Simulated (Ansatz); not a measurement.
## A failed many-body run on CsPb2Br5 (I4/mcm)

What is wrong with this input for CsPb2Br5 (I4/mcm)?

Program: Ansatz 0.2.0. Level of theory: G0W0 on r2SCAN, plane waves, PAW. Results are calculated unless marked as measured.

### Step 1. The starting structure

The structure is tetragonal, space group I4/mcm (No. 140). The conventional cell has a = 8.485 Å, b = 8.485 Å, c = 15.214 Å, α = 90.00°, β = 90.00°, γ = 90.00°. Nearest to Cs lie 10 Br at 3.70 to 3.80 Å. Nearest to Pb lie 8 Br at 2.92 to 3.36 Å. Nearest to Br lie 4 Pb at 3.16 Å and 2 Cs at 3.80 Å. Br has 3 Pb at 2.92 to 3.36 Å and 2 Cs at 3.70 Å nearest. Farther neighbours and most contacts between anions are not listed.

Structure file:

```cif
data_structure
_symmetry_space_group_name_H-M 'P 1'
_symmetry_Int_Tables_number 1
_cell_length_a 9.6885
_cell_length_b 9.6885
_cell_length_c 9.6885
_cell_angle_alpha 128.061
_cell_angle_beta 128.061
_cell_angle_gamma 76.526
_cell_volume 547.68
loop_
_atom_site_label
_atom_site_type_symbol
_atom_site_fract_x
_atom_site_fract_y
_atom_site_fract_z
_atom_site_occupancy
Cs1 Cs 0.75000 0.75000 0.00000 1
Cs2 Cs 0.25000 0.25000 0.00000 1
Pb3 Pb 0.66709 0.83291 0.50000 1
Pb4 Pb 0.33291 0.16709 0.50000 1
Pb5 Pb 0.83291 0.33291 0.16582 1
Pb6 Pb 0.16709 0.66709 0.83418 1
Br7 Br 0.50000 0.50000 0.00000 1
Br8 Br 0.00000 0.00000 0.00000 1
Br9 Br 0.71726 0.52407 0.50000 1
Br10 Br 0.28274 0.47593 0.50000 1
Br11 Br 0.02407 0.21726 0.50000 1
Br12 Br 0.97593 0.78274 0.50000 1
Br13 Br 0.52407 0.02407 0.80682 1
Br14 Br 0.47593 0.97593 0.19318 1
Br15 Br 0.21726 0.71726 0.19318 1
Br16 Br 0.78274 0.28274 0.80682 1
```

Geometry: measured lattice cell, ions relaxed with r2SCAN; the structure entry is the Materials Project's. The runs that relaxed it are not among those shown. Spin-orbit coupling is left out unless a step names it. The default PAW set here is soft_2. Its files were made with PBE.

### Step 2. First try

Contents of input.yaml:

```yaml
crystal:
  lattice:
    - [-4.2425, 4.2425, 7.60715]
    - [4.2425, -4.2425, 7.60715]
    - [4.2425, 4.2425, -7.60715]
  atoms:
    - { symbol: Cs, position: [0.75, 0.75, 0.0] }
    - { symbol: Cs, position: [0.25, 0.25, 0.0] }
    - { symbol: Pb, position: [0.6670882456, 0.8329117544, 0.5] }
    - { symbol: Pb, position: [0.3329117544, 0.1670882456, 0.5] }
    - { symbol: Pb, position: [0.8329117544, 0.3329117544, 0.1658235089] }
    - { symbol: Pb, position: [0.1670882456, 0.6670882456, 0.8341764911] }
    - { symbol: Br, position: [0.5, 0.5, 0.0] }
    - { symbol: Br, position: [0.0, 0.0, 0.0] }
    - { symbol: Br, position: [0.7172555385, 0.5240738555, 0.5] }
    - { symbol: Br, position: [0.2827444615, 0.4759261445, 0.5] }
    - { symbol: Br, position: [0.0240738555, 0.2172555385, 0.5] }
    - { symbol: Br, position: [0.9759261445, 0.7827444615, 0.5] }
    - { symbol: Br, position: [0.5240738555, 0.0240738555, 0.8068183171] }
    - { symbol: Br, position: [0.4759261445, 0.9759261445, 0.1931816829] }
    - { symbol: Br, position: [0.2172555385, 0.7172555385, 0.1931816829] }
    - { symbol: Br, position: [0.7827444615, 0.2827444615, 0.8068183171] }
kpoints:
  mp_grid: { grid: [1, 1, 1] }
hamiltonian:
  xc: r2scan
scf:
  occupations: { method: fixed }
gw:
  n_empty_bands: 889
  ecut_chi: 80
  qp_bands: [v4, c4]
  qp_kpoints: band_edges
  screening: { model: contour_deformation }
```

The run is started by

```bash
ansatz run input.yaml --threads 3 --pin off --max-ram 92160MiB --backend cuda --events-out ev --progress --plain --runs-dir out --devices 1 --max-vram 13GiB
```

Numbers of over 12 decimals in the logs are rounded to 6 here.

Log:

```text
GPUs: using 1 of 1 available (devices: 1).
Engine: ansatz 0.2.0, x86_64-unknown-linux-gnu
Pseudopotentials: kind: paw
Pseudopotential: Cs, paw, valence charge 9, recommended cutoff 500 eV (meta_gga), Cs.paw.azcp
Pseudopotential: Pb, paw, valence charge 14, recommended cutoff 500 eV (meta_gga), Pb.paw.azcp
Pseudopotential: Br, paw, valence charge 7, recommended cutoff 500 eV (meta_gga), Br.paw.azcp
Functional definition: r2SCAN
  parameter k0 = 0.174
  parameter k1 = 0.065
  parameter a1 = 4.9479
  exchange = r2scan_x(k0 = k0, k1 = k1, a1 = a1)
  correlation = r2scan_c
device memory: the entry about to start is reckoned to put 2.9 GiB on a device that reports 30.2 GiB free (of which the cap on the GPU budget leaves the run 13.0 GiB)
GPU FFT provider: cuFFT
GPU libraries: cuBLAS 13.8.2, cuFFT 12.4.0, cuSOLVER 12.3.4
Crystal: 16 atoms, lattice volume = 547.678 Å³
Basis set: ecut = 500 eV, 13951 PW (Γ), exchange–correlation on 288×288×288 points (64 copies of the dense FFT grid, shifted against one another)
Bands: 88, of which v1, the nominal top of the filled ones, is band 72 counted from 1 (71 counted from 0)
Symmetry: 16 space group operations
Space group: I4/mcm (ITA 140), of the structure as read, at distance tolerance 8.2e-5 Å
k-points: 1
Non-local potential: Cs, projectors of the file, l = 0: 3, l = 1: 2, l = 2: 2, l = 3: 2
Non-local potential: Pb, projectors of the file, l = 0: 2, l = 1: 2, l = 2: 2, l = 3: 2
Non-local potential: Br, projectors of the file, l = 0: 2, l = 1: 2, l = 2: 2
PAW form: soft (Blöchl's): semilocal exchange-correlation on the pseudo side does not see the compensation charge
PAW frozen core: Cs, regenerated for the run's functional (the file was generated under x = pbe(κ = 0.804, μ = 0.219515), c = pbe(β = 0.066725))
PAW frozen core: Pb, regenerated for the run's functional (the file was generated under x = pbe(κ = 0.804, μ = 0.219515), c = pbe(β = 0.066725))
PAW frozen core: Br, regenerated for the run's functional (the file was generated under x = pbe(κ = 0.804, μ = 0.219515), c = pbe(β = 0.066725))
PAW one-centre angular grid: Cs, 302 points (default); XC on 160 Gauss nodes
PAW one-centre angular grid: Pb, 590 points (default); XC on 160 Gauss nodes
PAW one-centre angular grid: Br, 302 points (default); XC on 160 Gauss nodes
Initial density: superposition of atomic densities (neutral atoms: chi_scale 0, normalization atom), corrected by the library's trained network
Initial wavefunctions: pseudopotential atomic-orbital guess
GPU buffer pool allocated for 373248 grid points (all kernels)
GPU transforms: local potential and band sums: pruned to the plane-wave sphere, on 72×72×72
Functional: x = r2scan, c = r2scan; τ floored in thin density (d = 2e-4 eV/Å³)
SCF iter   1: F=—  HF=-87005.412016 eV  |F-HF|=—  |Δ(HF+E_count)|=         —  Δρ=4.21e-3  dr2=1.75e-1  dr2_τ=3.54e-2  ethr=1.77e-3  ⟨swp⟩=5.0  Hψ=327  notcnv=0  defer=13
preconditioner: auto → Resta (q_TF=auto, 2.184 Å⁻¹)  ε∞=2.9  [insulator: Δε(μ)=3.946 eV  Ē_g=13.985 eV  n_scr=88 (ndim 8)  ℏωp=19.0 eV  f_vac=0.046  ε∞_Penn≈2.9]
SCF iter   2: F=—  HF=-87005.437129 eV  |F-HF|=—  |Δ(HF+E_count)|=   2.51e-2  Δρ=1.85e-3  dr2=3.00e-2  dr2_τ=1.05e-3  ethr=1.22e-4  ⟨swp⟩=3.0  Hψ=176  notcnv=0  defer=14
SCF iter   3: F=—  HF=-87005.435020 eV  |F-HF|=—  |Δ(HF+E_count)|=   2.11e-3  Δρ=4.35e-4  dr2=1.10e-3  dr2_τ=4.14e-5  ethr=2.09e-5  ⟨swp⟩=3.0  Hψ=151  notcnv=0  defer=14
SCF iter   4: F=—  HF=-87005.435488 eV  |F-HF|=—  |Δ(HF+E_count)|=   4.67e-4  Δρ=7.48e-5  dr2=3.32e-5  dr2_τ=1.96e-6  ethr=7.66e-7  ⟨swp⟩=2.0  Hψ=119  notcnv=0  defer=14
SCF iter   5: F=—  HF=-87005.435508 eV  |F-HF|=—  |Δ(HF+E_count)|=   2.02e-5  Δρ=1.90e-5  dr2=2.53e-6  dr2_τ=2.94e-7  ethr=2.31e-8  ⟨swp⟩=2.0  Hψ=149  notcnv=0  defer=13
SCF iter   6: F=—  HF=-87005.435509 eV  |F-HF|=—  |Δ(HF+E_count)|=   1.10e-6  Δρ=4.90e-6  dr2=1.35e-7  dr2_τ=7.51e-9  ethr=1.75e-9  ⟨swp⟩=2.0  Hψ=146  notcnv=0  defer=13
SCF iter   7: F=-87005.435509 eV  HF=-87005.435509 eV  |F-HF|=5.38e-10  |Δ(HF+E_count)|=   1.08e-7  Δρ=8.70e-7  dr2=8.60e-9  dr2_τ=1.16e-9  ethr=6.94e-11  ⟨swp⟩=17.0  Hψ=505  notcnv=0
SCF 1 converged in 7 iterations: F = -87005.435509 eV  dr2 = 8.60e-9
[...]
device memory: the entry about to start is reckoned to put 2.8 GiB on a device that reports 30.1 GiB free (of which the cap on the GPU budget leaves the run 13.0 GiB)
NSCF: frozen V_eff on 1 k-points
[...]
device memory: the entry about to start is reckoned to put 3.2 GiB on a device that reports 30.5 GiB free (of which the cap on the GPU budget leaves the run 13.0 GiB)
NSCF: frozen V_eff on 1 k-points
G₀W₀ screening: q 1/1
G₀W₀ self-energy: k 1/1
device memory: the entry about to start is reckoned to put 1.0 GiB on a device that reports 35.2 GiB free (of which the cap on the GPU budget leaves the run 13.0 GiB)
NSCF: frozen V_eff on 1 k-points
device memory: the entry about to start is reckoned to put 1.0 GiB on a device that reports 35.2 GiB free (of which the cap on the GPU budget leaves the run 13.0 GiB)
NSCF: frozen V_eff on 1 k-points
device memory: the entry about to start is reckoned to put 1.0 GiB on a device that reports 35.2 GiB free (of which the cap on the GPU budget leaves the run 13.0 GiB)
NSCF: frozen V_eff on 1 k-points
device memory: the entry about to start is reckoned to put 1.0 GiB on a device that reports 35.7 GiB free (of which the cap on the GPU budget leaves the run 13.0 GiB)
NSCF: frozen V_eff on 1 k-points
device memory: the entry about to start is reckoned to put 1.0 GiB on a device that reports 32.0 GiB free (of which the cap on the GPU budget leaves the run 13.0 GiB)
NSCF: frozen V_eff on 1 k-points
device memory: the entry about to start is reckoned to put 1.0 GiB on a device that reports 34.6 GiB free (of which the cap on the GPU budget leaves the run 13.0 GiB)
NSCF: frozen V_eff on 1 k-points
SCF converged after 7 iterations
Free energy (F): -87005.435509 eV
Harris-Foulkes:  -87005.435509 eV  (|F-HF|=5.38e-10)
Internal energy: -87005.435509 eV  (E = F + TS)
E sigma→0 (E₀):  -87005.435509 eV
Fermi energy:    2.985173 eV
--- Per-component energies (eV) ---
  E_band       = -731.433689
  E_kinetic    = 2769.119996
  E_local      = -8938.735615  (includes V_loc(G=0)·N_el)
  E_nonlocal   = 2161.757509
  E_hartree    = 3332.922185
  E_xc         = -3671.191163
  E_vxc        = -2005.499657  (∫ρ·V_xc dr)
  E_paw        = -74610.156901  (= ΣΔE_a)
  E_vpaw       = -1496.198590  (= ΣTr[D̂ρ^β])
  E_aug_tail   = 0.000074  (compensation charges beyond the density's cutoff)
  E_vtau       = 112.274061  (kinetic-family band-sum trace: ∫τ·v_τ [+ j·A + Jᵃ·Aᵃ] dr)
  E_ewald      = -8051.531425
  E_core_change = 2.379831  (= ΣΔE_core)
  E_smearing   = -0.000000  (= −TS)
  E_closure    = 0.000000  (closes the sum)
  Σ components = -87005.435509   (vs F -87005.435509, Δ=0.00e0)
--- Band table (eV) ---
  k-point 0: bands = [... 68 lower, 2.7977, 2.9710, 2.9710, 2.9852, 6.8099, 7.3592, 7.4248, 7.5183, ... 12 higher]
--- G₀W₀: contour deformation, 6 samples at zero and on the imaginary axis and 0 off it, 1 q-point, 889 empty bands' worth ---
  eigenvalues of the whole cell's RPA ε∞ on this k-mesh (on a slab, of 1 + 4πα/V) = 3.0002, 4.4398, 4.4398; static W/v taken at q = 0 is 0.253665
  gw.qp_kpoints: band_edges: 1 of 1 stored k-point solved, in 1 pass; an edge of the gap read off the rows below is read off those points alone
    ik  band        ε_KS         Σx   Σc(E_QP)       V_xc       Z   E_QP_lin       E_QP  E_QP is
     0    69      2.7977   -19.8799     2.8020   -16.4147  0.7677     2.1265     2.1343  root
     0    70      2.9710   -19.3431     2.4278   -16.2930  0.7721     2.3421     2.3487  root
     0    71      2.9710   -19.3431     2.4278   -16.2930  0.7721     2.3421     2.3487  root
     0    72      2.9852   -19.7607     2.8351   -16.2386  0.7684     2.2898     2.2982  root
     0    73      6.8099    -7.3973    -3.6713   -11.5963  0.8024     7.3414     7.3376  root
     0    74      7.3592    -8.9185    -3.5474   -13.0442  0.7991     7.9420     7.9374  root
     0    75      7.4248    -8.0898    -3.5302   -12.1780  0.8023     7.9870     7.9829  root
     0    76      7.5183    -7.8421    -3.5850   -11.9444  0.8035     8.0393     8.0357  root
```

Wall time 15 s (1 × NVIDIA H100 80GB HBM3 (shared by 6 runs) with 3 threads of AMD EPYC 7R13 (Zen 3), shared host); peak memory 2.7 GiB; 22 s of CPU time.

**Diagnosis.**

The run ended normally, though the input holds a fault or crude settings.

The fault: G0W0 on a mesh far too coarse. So few points can't sample the density or the screening, and the band edges may lie elsewhere in the zone.

It printed a gap of 4.99 eV, which is an artefact of the settings.

### Step 3. A better input

G0W0 replaces the xc potential by the self-energy, built once from these orbitals. Only a window of levels is corrected, while the sums run over the empty bands that the input names.

input.yaml, as its differences from that of step 2:

```diff
@@ -23,3 +23,3 @@
 kpoints:
-  mp_grid: { grid: [1, 1, 1] }
+  mp_grid: { grid: [4, 4, 4] }
 hamiltonian:
@@ -29,4 +29,4 @@
 gw:
-  n_empty_bands: 889
-  ecut_chi: 80
+  n_empty_bands: 666
+  ecut_chi: 66
   qp_bands: [v4, c4]
```

Log:

```text
GPUs: using 1 of 1 available (devices: 1).
[...]
GPU FFT provider: cuFFT
GPU libraries: cuBLAS 13.8.2, cuFFT 12.4.0, cuSOLVER 12.3.4
Crystal: 16 atoms, lattice volume = 547.678 Å³
Basis set: ecut = 500 eV, 13951 PW (Γ), exchange–correlation on 288×288×288 points (64 copies of the dense FFT grid, shifted against one another)
Bands: 88, of which v1, the nominal top of the filled ones, is band 72 counted from 1 (71 counted from 0)
Symmetry: 16 space group operations
[...]
k-points: 13 of 64
[...]
GPU buffer pool allocated for 373248 grid points (all kernels)
[...]
SCF iter   1: F=—  HF=-87005.393067 eV  |F-HF|=—  |Δ(HF+E_count)|=         —  Δρ=4.08e-3  dr2=1.67e-1  dr2_τ=3.59e-2  ethr=1.77e-3  ⟨swp⟩=5.0  Hψ=4271  notcnv=0  defer=161
[...]
0    69      2.7820   -19.6718     2.7010   -16.4157  0.7731     2.2215     2.2268  root
     0    70      2.9663   -19.5690     2.7342   -16.2422  0.7747     2.3676     2.3736  root
     0    71      2.9901   -19.0321     2.2281   -16.2865  0.7798     2.4683     2.4726  root
     0    72      2.9901   -19.0321     2.2281   -16.2865  0.7798     2.4683     2.4726  root
     0    73      6.8032    -7.8881    -3.1358   -11.6170  0.8178     7.4002     7.3964  root
     0    74      7.3577    -9.3242    -3.0833   -13.0644  0.8119     8.0194     8.0145  root
     0    75      7.4332    -8.4630    -3.0716   -12.1797  0.8149     8.0828     8.0782  root
     0    76      7.5267    -8.1337    -3.1954   -11.9359  0.8150     8.1379     8.1336  root
[...]
12    73      6.7723    -7.8219    -3.1251   -11.5343  0.8185     7.3633     7.3596  root
    12    74      7.1361    -7.5763    -3.1393   -11.2370  0.8219     7.6604     7.6575  root
    12    75      7.1661    -8.6942    -3.0889   -12.3903  0.8159     7.7773     7.7733  root
    12    76      7.6483    -9.1467    -3.0385   -12.8324  0.8139     8.3002     8.2956  root
[key lines of the parts left out:]
SCF converged after 6 iterations
Free energy (F): -87005.415782 eV
Fermi energy:    3.338717 eV
```

Wall time 4.3 min (1 × NVIDIA H100 80GB HBM3 (shared by 6 runs) with 3 threads); peak memory 5.6 GiB; 6.9 min of CPU time.

Numbers from this step:

- bands summed: 738
- RPA ε∞ on this mesh (eigenvalues): 3.242, 4.217, 4.217
- plane waves in the screening matrix: 671
- q-points in the mesh: 64
- G0W0 gap on the mesh: 4.464 eV
- k of the valence top: 0.25, -0.25, 0.25
- k of the conduction bottom: -0.5, -0.5, -0.5
- starting gap on the mesh: 3.434 eV
- Z at the valence top: 0.7837
- Z at the conduction bottom: 0.8185
- least direct G0W0 gap on the computed points: 4.773 eV

The gap on the mesh goes from 3.43 eV to 4.46 eV, a correction of +1.03 eV. Between the two edge states, bare exchange in place of the xc potential would open the gap by 6.23 eV, and correlation takes back 5.20 eV.

### Step 4. What came out

```json
{
  "first try": "converged after 15 s",
  "better run": "G0W0 gap on the mesh 4.46 eV (4×4×4 mesh, 666 empty bands, screening to 66 eV)"
}
```

In words: The second run differs in: mesh, empty bands and screening cutoff (eV). Bands and cutoff are finite, so the gap is not at the basis limit. The miss can reach some tenths of an eV and take either sign; the mesh is an error of its own. Where an edge is built on 6p states of lead, bismuth or thallium, scalar-relativistic gaps usually stand too wide, by a few tenths to over one eV. The many-body steps are scalar-relativistic: spin-orbit coupling is not in them.

[Paths, hosts, dates, memory and timing lines, banners, echoed tables and standing remarks are left out of the program output.]

[Logs are printed without paths, hosts, clocks, repeated set-up lines and the standing remarks that a program may print on its own settings, such as how far it seeks lower states.]

[Runs of the session that timed out or met a known fault of the program may be left out.]

[Cells called generated may have been cut or substituted from an entry of the Crystallography Open Database or the Materials Project.]

[Hosts, paths, dates, database ids (printed as entryN), source tags and the programs' standing remarks are cut or masked in the printed files.]
